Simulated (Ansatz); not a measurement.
# SiC (Moissanite 3C, F-43m): lattice thermal conductivity, part 2 of 2

Wanted: κ(T), lifetimes and mean free paths for SiC (Moissanite 3C).

What experiment has found for this phase:
- thermal conductivity 360 W/m/K near room temperature (given in “Combining the AFLOW GIBBS and Elastic Libraries to efficiently and robustly screen thermo-mechanical properties of solids”, 2017, arXiv:1611.05714)

Ansatz 0.2.0; DFT LDA, scalar-relativistic, plane waves, PAW; PAW set soft_1.

So far, κ at 300 K (relaxation time) (W/m/K): step 5 (a cheap rung) 900. The relaxed cell has a = 4.329 Å (conventional setting).

### Step 6. Anharmonic force constants and conductivity, pair cutoff 3.211 Å, distances inside cutoff 2 (continued)

300 K; a sample spread over frequency. Mode lifetimes, by row, the first 40 of 90 rows:

```csv
q1,q2,q3,branch,frequency (THz),rms speed (km/s),three-phonon rate (1/ps),isotope rate (1/ps),lifetime (ps),mean free path (nm)
0,0,0.04,1,1.114,7.63,4.46e-4,4.07e-7,2240,17100
0,0.08,-0.12,1,3.993,5.78,0.00301,1.42e-4,318,1840
0,0.08,0.2,1,5.217,7.26,0.00845,4.86e-4,112,812
0,0.12,0.12,3,6.088,10.54,0.00435,0.00104,186,1960
0.04,0.12,0.16,3,6.665,10.67,0.018,0.00174,50.7,541
0.04,0.08,0.32,2,7.15,5.99,0.0374,0.00281,24.9,149
0,0.08,0.36,1,7.471,3.34,0.0254,0.00384,34.2,114
0,0.04,-0.44,1,7.773,1.35,0.0108,0.00552,61.4,83
0,0.04,-0.48,2,8.013,3.02,0.0113,0.00666,55.6,168
0.04,0.16,-0.32,1,8.26,3.7,0.0122,0.00753,50.6,187
0.08,0.24,0.36,1,8.459,5.4,0.0242,0.00829,30.8,166
0,0.2,-0.32,1,8.742,3.25,0.0137,0.00929,43.4,141
0.08,0.2,-0.32,1,8.942,4.12,0.0187,0.0102,34.6,143
0.08,0.2,-0.16,2,9.179,6.33,0.0372,0.0115,20.5,130
0.04,0.24,0.44,1,9.364,3.69,0.039,0.0124,19.4,71.6
0,0.16,0.4,2,9.613,6.7,0.0278,0.0139,24,161
0.04,0.16,0.48,2,9.806,6.62,0.0286,0.0151,22.9,151
0.04,0.16,-0.48,2,10.01,6.64,0.0302,0.0165,21.4,142
0.12,0.28,-0.44,1,10.14,3.94,0.0411,0.0181,16.9,66.6
0.04,0.28,0.4,2,10.33,4.74,0.053,0.0199,13.7,65
0.12,0.24,0.44,2,10.53,5.83,0.0493,0.0216,14.1,82.3
0.08,0.2,-0.32,2,10.67,6.69,0.0431,0.0227,15.2,102
0.04,0.4,-0.44,1,10.78,1.91,0.0558,0.0247,12.4,23.7
0.12,0.36,-0.36,1,10.97,3.51,0.0484,0.0243,13.8,48.3
0,0.2,-0.28,2,11.17,6.72,0.0566,0.021,12.9,86.6
0.08,0.2,-0.12,3,11.39,7.65,0.1,0.0178,8.46,64.7
0,0.24,0.24,3,11.6,9.31,0.0832,0.0167,10,93.2
0.12,0.36,-0.48,2,11.83,4.33,0.0753,0.018,10.7,46.4
0,0.24,-0.48,2,12.19,5.21,0.081,0.0157,10.3,53.9
0,0.24,0.28,3,12.48,8.86,0.162,0.015,5.66,50.1
0.08,0.2,0.36,3,12.84,7.27,0.19,0.0165,4.85,35.2
0.08,0.24,-0.16,3,13.13,5.91,0.204,0.018,4.5,26.6
0.04,0.4,-0.36,2,13.43,3.13,0.119,0.0228,7.06,22.1
0.04,0.24,-0.2,3,13.77,5.09,0.209,0.0232,4.3,21.9
0.04,0.2,0.4,3,14.38,6.28,0.185,0.00782,5.18,32.6
0,0.08,0.36,3,15.07,8.04,0.177,0.013,5.26,42.3
0.16,0.36,-0.48,3,15.6,4.14,0.199,0.0214,4.54,18.8
0.04,0.28,-0.32,3,15.91,3.31,0.203,0.0362,4.18,13.8
0.24,0.48,-0.28,3,16.14,0.93,0.232,0.0729,3.28,3.04
0.04,0.24,-0.48,3,16.35,2.87,0.163,0.0629,4.42,12.7
```

Without the LO-TO term. Gamma linewidths, by row:

| branch | frequency (cm⁻¹) | three-phonon rate (1/ps) | isotope rate (1/ps) | FWHM (cm⁻¹) |
| --- | --- | --- | --- | --- |
| 4 | 797.8 | 0.363 | 8.12e-28 | 1.93 |
| 5 | 797.8 | 0.363 | 8.12e-28 | 1.93 |
| 6 | 797.8 | 0.363 | 8.12e-28 | 1.93 |

W/m/K, third of the trace; RTA populations with a boundary rate v/L added to each mode (Matthiessen's rule). Kappa by grain size, by row:

| T (K) | bulk | 10 nm | 30 nm | 100 nm | 300 nm | 1000 nm | 10000 nm | 100000 nm |
| --- | --- | --- | --- | --- | --- | --- | --- | --- |
| 100 | 3533 | 6.115 | 17.61 | 52.59 | 128.9 | 302.9 | 1128 | 2498 |
| 300 | 519.8 | 21.19 | 51.11 | 112.1 | 190.8 | 286.7 | 434.5 | 503.6 |
| 600 | 206.8 | 21.76 | 44.6 | 79.81 | 114.5 | 147.4 | 187.8 | 203.9 |

W/m/K, third of the trace; RTA populations with the isotope rates scaled. Kappa by mass disorder, by row:

```csv
T (K),no isotopes,as typed,variance x 3,variance x 10,variance x 30
100,7305,3533,2372,1328,700.1
300,595.2,519.8,441.2,331.7,232.3
600,218.1,206.8,190,157.3,120
```

At 300 K the relaxation-time value is 520 W/(m K).

### Step 7. The ladder

Ladder, by row:

```
cells or q mesh    k mesh  pair cutoff  atoms in the supercell  q-mesh of the transport sums  κ at 300 K (relaxation time) (W/m/K)  κ at 300 K (full solution) (W/m/K)  core-minutes
          3x3x3  12x12x12        2.025                      54                      15×15×15                                 900.5                               901.3           7.8
          6x6x6  12x12x12        3.211                      54                      25×25×25                                 519.9                                   -          33.1
```

### Step 8. What came out

```
highest frequency                          : 973.5 cm⁻¹
Debye temperature from the second moment   : 1190 K
κ at 300 K (relaxation time)               : 519.9 W/m/K
mean free path at half of κ                : 837 nm
share of κ above the three lowest branches : 0.001
```

**Reading.** The lattice of SiC (Moissanite 3C) conducts 520 W/(m K) at 300 K by LDA (mean over directions, relaxation-time solution). Above 300 K the relaxation-time κ falls as T^-1.27. Grains of 100 nm would keep 22 % of the bulk value at 300 K, and grains of 1 µm 55 %. Removing the natural isotope disorder raises κ at 300 K by 15 %. The first rung (54 atoms, cutoff 2.02 Å) gave 900 W/(m K) by relaxation time for 0.23 times the cost of the last; short cutoffs miss scattering channels and can err either way, and the meshes changed too. A measured thermal conductivity near room temperature is 360 W/m/K (arXiv:1611.05714); the calculated 520 W/m/K differs by +44 %. Four-phonon, defect and boundary scattering, which are left out, would lower the calculated value; thermal expansion is left out too. The last run computed the relaxation-time solution alone; it counts normal processes as resistive, so the full solution usually lies higher, most of all in good conductors. The sum rules changed one orbit of cubic constants by up to 19 %; by the manual a large change points to a short cutoff or, on a small and distant orbit, to noisy forces. The conductivities include the coherence part between close branches; the shares for grains, isotopes, branches and paths are of the relaxation-time populations alone. Cubic couplings among atoms farther apart than the pair cutoff are dropped, and neither the cutoff nor the q-mesh was shown to be converged here. The interpolation has no quadrupole term, so branches near the zone centre are less sure, since this crystal has sites that are not centres of inversion. The PAW files were made for PBE and are used here under another functional, for which the program regenerates the frozen cores.

[Logs are printed without paths, hosts, clocks, repeated set-up lines and the standing remarks that a program may print on its own settings, such as how far it seeks lower states.]

[Hosts, paths, dates, database ids (printed as entryN), source tags and the programs' standing remarks are cut or masked in the printed files.]

[A step with changed settings may run another functional than the one named; its input shows which.]
